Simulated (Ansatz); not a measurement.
**How cost and error scale: graphene/h-BP/graphene sandwich (62 atoms) repeated**

Aim: repeat one cell of graphene/h-BP/graphene sandwich (62 atoms) to ever larger supercells at Γ and follow error, time and memory.

Calculated with Ansatz 0.2.0; Kohn-Sham DFT, PBE+D4, PAW (set soft_2), plane waves.

This is a report of a sequence of runs, with most program output left out.

## Step 1: Set-up

The cell holds 62 atoms: 48 C, 7 B and 7 P. Cell: a = 8.507 Å, b = 8.507 Å, c = 20.910 Å, α = 90.0°, β = 90.0°, γ = 120.0°. It derives from C and BP. 12 cells of graphene (a = 2.46 Å, strained -0.17 %) and 7 cells of h-BP (a = 3.21 Å, +0.17 %) on one hexagonal cell, twist 10.89 deg; facing planes 3.49, 3.42 Å apart; 14 Å of vacuum; displaced by a Gaussian of 0.01 Å. Regions: layer 1, 24 atoms (24 C); layer 2, 14 atoms (7 B and 7 P); layer 3, 24 atoms (24 C). Vacuum lies along c.

Before any run, some limits are plain. Beside vacuum, support functions can miss their usual error bounds without a warning.

## Step 2: Plane waves, typed cell on a dense mesh

The typed cell on a k-mesh is the yardstick: it samples like Γ on the cell repeated as often as the mesh has points along each axis. Its own convergence isn't tested.

Input file input.yaml:

```yaml
crystal:
  lattice:
    - [8.5073, 0.0, 0.0]
    - [-4.25365, 7.36754, 0.0]
    - [0.0, 0.0, 20.91]
  atoms:
    - { symbol: C, position: [0.16529, 0.66862, 0.33506] }
    - { symbol: C, position: [0.16595, 0.49992, 0.33434] }
    - { symbol: C, position: [0.33278, 0.99874, 0.33467] }
    - { symbol: C, position: [0.33128, 0.83293, 0.33507] }
    - { symbol: C, position: [0.16841, 0.16815, 0.3343] }
    - { symbol: C, position: [0.16574, 0.99907, 0.33378] }
    - { symbol: C, position: [0.33428, 0.49922, 0.33451] }
    - { symbol: C, position: [0.33495, 0.33267, 0.33481] }
[... 50 atom lines left out ...]
    - { symbol: C, position: [0.53081, 0.77395, 0.66485] }
    - { symbol: C, position: [0.534, 0.611, 0.66487] }
    - { symbol: C, position: [0.53181, 0.2746, 0.66569] }
    - { symbol: C, position: [0.53572, 0.10935, 0.66552] }
kpoints:
  mp_grid: { grid: [6, 6, 1] }
hamiltonian:
  xc: pbe
  dispersion: d4
scf:
  occupations: { method: fermi_dirac, width: 0.05 }
output:
  forces: true
  populations: true
  dos:
    method: { smearing: { sigma: 0.1 } }
    de: 0.1
    projected:
      site_lists:
        B: [B]
        C: [C]
        P: [P]
        layer_1: [0, 1, 2, 3, 4, 5, 6, 7, 8, 9, 10, 11, 12, 13, 14, 15, 16, 17, 18, 19, 20, 21, 22, 23]
        layer_2: [24, 25, 26, 27, 28, 29, 30, 31, 32, 33, 34, 35, 36, 37]
        layer_3: [38, 39, 40, 41, 42, 43, 44, 45, 46, 47, 48, 49, 50, 51, 52, 53, 54, 55, 56, 57, 58, 59, 60, 61]
  eigenvalues: true
```

Command:

```bash
$ ansatz run input.yaml --threads 5 --pin off --max-ram 81920MiB --backend cuda --events-out ev --progress --plain --runs-dir out
```

Wall time 8.2 s (1 × NVIDIA H100 80GB HBM3 with 5 threads of AMD EPYC 7R13 (Zen 3), shared host); peak memory 1.6 GiB.

That memory is the host's; the program planned up to 18.9 GiB on the GPU.

Numbers from this run:

```
free energy                             : -18436.1968 eV
free energy per atom                    : -297.3580 eV/atom
SCF cycles                              : 9
r.m.s. force component                  : 0.4974 eV/Å
longest force                           : 1.926 eV/Å
Fermi energy                            : 1.068 eV
levels partly filled by over 2 per cent : 8
spilling of the projection              : 0.009748
```

The r.m.s. force component of 0.50 eV/Å sets the scale for the differences below.

## Step 3: Plane waves, 62 atoms

The typed cell is solved at Γ alone, the coarsest sampling of the series.

input.yaml, the sections that differ from step 2:

```yaml
kpoints:
  mp_grid: { grid: [1, 1, 1] }
output:
  forces: true
# crystal, hamiltonian, scf: as in step 2
```

Elapsed: 2.6 s, on 1 × NVIDIA H100 80GB HBM3 with 5 threads; peak memory 1.2 GiB; 4 s of CPU time.

That memory is the host's; the program planned up to 3.2 GiB on the GPU.

The energy lies 136 meV/atom above the dense-mesh reference.

## Step 4: Support functions, 62 atoms

The typed cell is solved at Γ alone, now in support functions.

This step: Kohn-Sham DFT, PBE+D4, PAW (set soft_2), localised support functions (medium) (Ansatz 0.2.0).

input.yaml: that of step 3 with these lines changed.

```diff
@@ -14,2 +14,5 @@
   occupations: { method: fermi_dirac, width: 0.05 }
+  eigensolver: { kind: { support_functions: { accuracy: medium } } }
+  mixing: { beta: 0.4 }
+  max_iter: 150
 output:
```

Elapsed: 4.7 s, on 1 × NVIDIA H100 80GB HBM3 with 5 threads; peak memory 1.1 GiB; 9.8 s of CPU time.

That memory is the host's; the program planned up to 3 GiB on the GPU.

The program notes that the band table was not solved further than the SCF left it and it switched symmetry off. Further notices: vacuum switching off with vacuum.

The energy lies 133 meV/atom above the dense-mesh reference, and 3.0 meV/atom below plane waves of the same size, an offset between the two bases that leaves the sampling error alike.

## Step 5: Plane waves, 248 atoms

The cell is repeated and solved at Γ in plane waves, whose cost grows towards the cube of the size.

This step: Kohn-Sham DFT, PBE+D4, PAW (set soft_2), plane waves (Ansatz 0.2.0).

input.yaml, the sections that differ from step 4:

```yaml
crystal:
  lattice:
    - [8.5073, 0.0, 0.0]
    - [-4.25365, 7.36754, 0.0]
    - [0.0, 0.0, 20.91]
  atoms:
    [... the 62 atom lines of step 2 ...]
  supercell: [2, 2, 1]
scf:
  occupations: { method: fermi_dirac, width: 0.05 }
# kpoints, hamiltonian, output: as in step 4
```

Elapsed: 5.2 s, on 1 × NVIDIA H100 80GB HBM3 with 5 threads; peak memory 1.7 GiB; 12 s of CPU time.

That memory is the host's; the program planned up to 12.2 GiB on the GPU.

The energy lies 18.3 meV/atom above the dense-mesh reference.

## Step 6: Support functions, 248 atoms

The repeated cell is solved at Γ in support functions.

This step: Kohn-Sham DFT, PBE+D4, PAW (set soft_2), localised support functions (medium) (Ansatz 0.2.0).

input.yaml: that of step 5 with these lines changed.

```diff
@@ -15,2 +15,5 @@
   occupations: { method: fermi_dirac, width: 0.05 }
+  eigensolver: { kind: { support_functions: { accuracy: medium } } }
+  mixing: { beta: 0.4 }
+  max_iter: 150
 output:
```

Elapsed: 8.3 s, on 1 × NVIDIA H100 80GB HBM3 with 5 threads; peak memory 1.8 GiB; 19 s of CPU time.

That memory is the host's; the program planned up to 7.8 GiB on the GPU.

It converged in 14 SCF cycles; the log is left out.

The energy lies 15.2 meV/atom above the dense-mesh reference, and 3.1 meV/atom below plane waves of the same size, an offset between the two bases that leaves the sampling error alike.

## Step 7: Plane waves, 558 atoms

This step: Kohn-Sham DFT, PBE+D4, PAW (set soft_2), plane waves (Ansatz 0.2.0).

input.yaml, the sections that differ from step 6:

```yaml
crystal:
  lattice:
    - [8.5073, 0.0, 0.0]
    - [-4.25365, 7.36754, 0.0]
    - [0.0, 0.0, 20.91]
  atoms:
    [... the 62 atom lines of step 2 ...]
  supercell: [3, 3, 1]
scf:
  occupations: { method: fermi_dirac, width: 0.05 }
# kpoints, hamiltonian, output: as in step 6
```

It took 14 s on 1 × NVIDIA H100 80GB HBM3 with 5 threads; peak memory 2.8 GiB.

That memory is the host's; the program planned up to 46.1 GiB on the GPU.

The energy lies 4.10 meV/atom above the dense-mesh reference.

## Step 8: Support functions, 558 atoms

This step: Kohn-Sham DFT, PBE+D4, PAW (set soft_2), localised support functions (medium) (Ansatz 0.2.0).

input.yaml: that of step 7 with these lines changed.

```diff
@@ -15,2 +15,5 @@
   occupations: { method: fermi_dirac, width: 0.05 }
+  eigensolver: { kind: { support_functions: { accuracy: medium } } }
+  mixing: { beta: 0.2 }
+  max_iter: 150
 output:
```

The job ended after 17 s (1 × NVIDIA H100 80GB HBM3 with 5 threads; peak memory 2.9 GiB; 36 s of CPU time).

That memory is the host's; the program planned up to 13.8 GiB on the GPU.

The energy lies 0.936 meV/atom above the dense-mesh reference, and 3.2 meV/atom below plane waves of the same size, an offset between the two bases that leaves the sampling error alike.

## Step 9: Support functions, 992 atoms

input.yaml: that of step 8 with these lines changed.

```diff
@@ -7,3 +7,3 @@
     [... the 62 atom lines of step 2 ...]
-  supercell: [3, 3, 1]
+  supercell: [4, 4, 1]
 kpoints:
```

Run time: 26 s. Hardware: 1 × NVIDIA H100 80GB HBM3 with 5 threads; peak memory 4.6 GiB; 58 s of CPU time.

That memory is the host's; the program planned up to 21.5 GiB on the GPU.

The energy lies 2.15 meV/atom below the dense-mesh reference.

## Step 10: Support functions, 2232 atoms

input.yaml: that of step 9 with these lines changed.

```diff
@@ -7,3 +7,3 @@
     [... the 62 atom lines of step 2 ...]
-  supercell: [4, 4, 1]
+  supercell: [6, 6, 1]
 kpoints:
```

Run time: 83 s. Hardware: 1 × NVIDIA H100 80GB HBM3 with 5 threads; peak memory 9.3 GiB; 2.9 min of CPU time.

That memory is the host's; the program planned up to 51.6 GiB on the GPU.

It converged in 20 SCF cycles; the log is left out.

The energy lies 3.16 meV/atom below the dense-mesh reference.

## Step 11: Support functions, 3968 atoms

input.yaml: that of step 10 with these lines changed.

```diff
@@ -7,3 +7,3 @@
     [... the 62 atom lines of step 2 ...]
-  supercell: [6, 6, 1]
+  supercell: [8, 8, 1]
 kpoints:
```

It took 3.4 min on 1 × NVIDIA H100 80GB HBM3 with 5 threads; peak memory 16 GiB.

That memory is the host's; the program planned up to 68.4 GiB on the GPU.

The energy lies 3.45 meV/atom below the dense-mesh reference.

## Step 12: Cost and error against size

Differences are against the typed cell on a 6×6×1 mesh, which samples like Γ on 2232 atoms (r.m.s. force component 0.497 eV/Å). Every repeated cell is solved at Γ, and forces are averaged over the copies of each atom. Hardware: 1 × NVIDIA H100 80GB HBM3 with 5 threads of AMD EPYC 7R13 (Zen 3), shared host.

| atoms | repeats | basis | Δ force, r.m.s. (meV/Å) | Δ energy (meV/atom) | less plane waves of the same size (meV/atom) | spread among copies (meV/Å) | SCF cycles | time | host memory (GiB) | planned on the GPU (GiB) |
| --- | --- | --- | --- | --- | --- | --- | --- | --- | --- | --- |
| 62 | 1×1×1 | plane waves | 364 | 136 | - | - | 18 | 2.6 s | 1.2 | 3.2 |
| 62 | 1×1×1 | support functions | 364 | 133 | -3.0 | - | 16 | 4.7 s | 1.1 | 3 |
| 248 | 2×2×1 | plane waves | 87.4 | 18.3 | - | 0 | 12 | 5.2 s | 1.7 | 12 |
| 248 | 2×2×1 | support functions | 87.6 | 15.2 | -3.1 | 0.068 | 14 | 8.3 s | 1.8 | 7.8 |
| 558 | 3×3×1 | plane waves | 31.6 | 4.10 | - | 0 | 10 | 14 s | 2.8 | 46 |
| 558 | 3×3×1 | support functions | 31.7 | 0.936 | -3.2 | 0.068 | 17 | 17 s | 2.9 | 14 |
| 992 | 4×4×1 | support functions | 12.6 | -2.15 | - | 0.082 | 18 | 26 s | 4.6 | 22 |
| 2232 | 6×6×1 | support functions | 0.4 | -3.16 | - | 0.061 | 20 | 83 s | 9.3 | 52 |
| 3968 | 8×8×1 | support functions | 3.87 | -3.45 | - | 0.076 | 22 | 3.4 min | 16 | 68 |

## Step 13: What the reference run shows

The comparisons rest on this run, so its electronic structure is set out here.

Length of the force by element:

```
element  coordination  atoms  mean length of the force (eV/Å)  spread   least   most
      B           all      7                            0.316   0.124   0.172  0.509
      C           all     48                             0.86   0.416    0.25   1.93
      P           all      7                            0.413   0.169  0.0569  0.610
```

Löwdin charges by element (they lack the spilled electrons, 0.039 e an atom on average):

```csv
element,coordination,atoms,mean charge (e),spread,least,most
B,all,7,-0.592,0.0061,-0.602,-0.585
C,all,48,0.0416,0.0011,0.0388,0.0447
P,all,7,0.652,0.0058,0.642,0.660
```

By region:

```csv
region,atoms,mean length of the force (eV/Å)
layer 1,24,0.814
layer 2,14,0.365
layer 3,24,0.906
```

States in the cell by windows of 1 eV, zero at the Fermi level; the larger projections on atomic orbitals stand beside the total:

| from (eV) | to (eV) | total | C p | layer 3 | layer 1 | layer 2 | P p | B p |
| --- | --- | --- | --- | --- | --- | --- | --- | --- |
| -10 | -9 | 9.7 | 7.9 | 4.8 | 4.8 | 0.0 | 0.0 | 0.0 |
| -9 | -8 | 15.1 | 8.6 | 5.1 | 5.1 | 4.9 | 2.5 | 0.6 |
| -8 | -7 | 18.9 | 14.5 | 7.9 | 7.8 | 2.9 | 1.4 | 0.6 |
| -7 | -6 | 26.0 | 21.3 | 11.0 | 11.1 | 3.6 | 1.7 | 1.3 |
| -6 | -5 | 21.2 | 16.4 | 8.4 | 8.4 | 4.2 | 2.0 | 1.7 |
| -5 | -4 | 21.3 | 13.3 | 6.7 | 6.7 | 7.6 | 3.8 | 3.5 |
| -4 | -3 | 21.3 | 13.5 | 6.7 | 6.8 | 7.6 | 3.9 | 3.5 |
| -3 | -2 | 15.3 | 9.6 | 4.8 | 4.8 | 5.6 | 3.1 | 2.5 |
| -2 | -1 | 9.1 | 4.8 | 2.4 | 2.4 | 4.2 | 2.7 | 1.5 |
| -1 | 0 | 2.7 | 1.7 | 0.8 | 0.8 | 1.0 | 0.8 | 0.2 |
| 0 | 1 | 3.8 | 1.8 | 0.9 | 0.9 | 1.9 | 0.5 | 1.4 |
| 1 | 2 | 12.4 | 8.5 | 4.2 | 4.2 | 3.3 | 1.2 | 2.1 |
| 2 | 3 | 12.9 | 7.4 | 3.7 | 3.7 | 4.6 | 1.2 | 1.8 |
| 3 | 4 | 16.2 | 5.6 | 2.8 | 2.8 | 6.5 | 1.8 | 2.6 |
| 4 | 5 | 16.9 | 4.8 | 2.4 | 2.4 | 4.7 | 1.6 | 2.0 |

Between -20 and -10 eV lie 87 more states.

The levels nearest the highest filled one (over half full), pooled over k-points and spins:

```
level less the highest filled one (eV)  occupation
                                -0.568           2
                                -0.551           2
                                -0.298        2.00
                               -0.0646        1.74
                               -0.0222        1.49
                                     0         1.3
                                0.0349        0.96
                                0.0401       0.908
                                0.0524       0.789
                                0.0933       0.446
                                 0.104       0.374
                                 0.518           0
```

Mean Löwdin charges: B -0.59, C +0.04, P +0.65 e (they miss 0.97 % of the electrons, so they add up to more than the cell's charge). Within 0.4 eV of the Fermi level the largest share is C p (82 % of the projected weight).

## Step 14: Results

* free energy per atom: -297.3580 eV/atom
* r.m.s. force component: 0.4974 eV/Å
* wall time of the 10 DFT runs: 6.2 min

**Reading.** Repeating the cell at Γ samples more k-points: in plane waves the energy difference from the dense mesh goes from 136 meV/atom at 62 atoms to 4.10 at 558, and the force difference from 364 to 32 meV/Å. With plane waves, the time grows as the 1.2 power of the atom count between the two largest sizes, 248 and 558 atoms. The smaller run is short enough for fixed overheads to flatten this slope. With support functions, the time grows as the 1.6 power of the atom count between the two largest sizes, 2232 and 3968 atoms. At equal size the support functions lie 3.0 to 3.2 meV/atom below plane waves, likely because their grid holds more waves than 420 eV; no run tests this. Support functions take 1.8 times the time of plane waves at 62 atoms and 1.3 times at 558, so no crossover is reached among the sizes that both ran. Each time is a single run, so ratios and crossover are rough. The bases also began from different starting densities. At the largest size the support functions' forces differ from the reference by 0.78 % of the r.m.s. force, which holds the difference of sampling between the two as well as that of the basis.

No gap is quoted, since levels at the Fermi energy are partly filled.

Caveats: The geometry was built by rule, was displaced at random and isn't relaxed at this level: its force components are 0.50 eV/Å r.m.s.

[Logs are printed without paths, hosts, clocks, repeated set-up lines and the standing remarks that a program may print on its own settings, such as how far it seeks lower states.]

[Hosts, paths, dates, database ids (printed as entryN), source tags and the programs' standing remarks are cut or masked in the printed files.]
